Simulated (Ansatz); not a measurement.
Planning a run of Ansatz 0.2.0 on SnSe2 (1T monolayer). The input:

```yaml
crystal:
  lattice:
    - [3.8291208145, 0.0, 0.0]
    - [-1.9145604073, 3.3161158995, 0.0]
    - [0.0, 0.0, 29.6]
  atoms:
    - { symbol: Sn, position: [0.0, 0.0, 0.5] }
    - { symbol: Se, position: [0.3333333333, 0.6666666667, 0.5539893705] }
    - { symbol: Se, position: [0.6666666667, 0.3333333333, 0.4460106295] }
  periodic: [true, true, false]
kpoints:
  mp_grid: { grid: [6, 6, 1] }
hamiltonian:
  xc: pbe
  pseudopotentials: { kind: paw, azcp: { folder: soft_1 } }
scf:
  occupations: { method: fixed }
  convergence: { dr2_threshold: 1.0e-10 }
gw:
  n_empty_bands: 499
  ecut_chi: 70.0
  qp_bands: [v2, c2]
  qp_kpoints: band_edges
  screening: { model: contour_deformation }
```

```sh
ansatz run input.yaml --threads 3 --pin off --max-ram 92160MiB --backend cuda --events-out ev --progress --plain --runs-dir out --devices 1 --max-vram 13GiB
```

Estimate wall time and host memory on 1 × NVIDIA H100 80GB HBM3 (shared by 6 runs) with 3 threads of AMD EPYC 7R13 (Zen 3), shared host.

It took 54 s; on shared hardware allow 27 s to 1.8 min. Peak host memory was 2.0 GiB. The sizes that set the cost: 7323 plane waves a state, 7 irreducible k points, 522 bands summed, 527 plane waves in the screening and 10 SCF cycles.

The screening grows as filled bands × empty bands × pairs of k points, times the square of the screening basis for the matrix.

[Paths, hosts, dates, memory and timing lines, banners, echoed tables and standing remarks are left out of the program output.]

[Logs are printed without paths, hosts, clocks, repeated set-up lines and the standing remarks that a program may print on its own settings, such as how far it seeks lower states.]

[Runs of the session that timed out or met a known fault of the program may be left out.]

[Cells called generated may have been cut or substituted from an entry of the Crystallography Open Database or the Materials Project.]

[Hosts, paths, dates, database ids (printed as entryN), source tags and the programs' standing remarks are cut or masked in the printed files.]
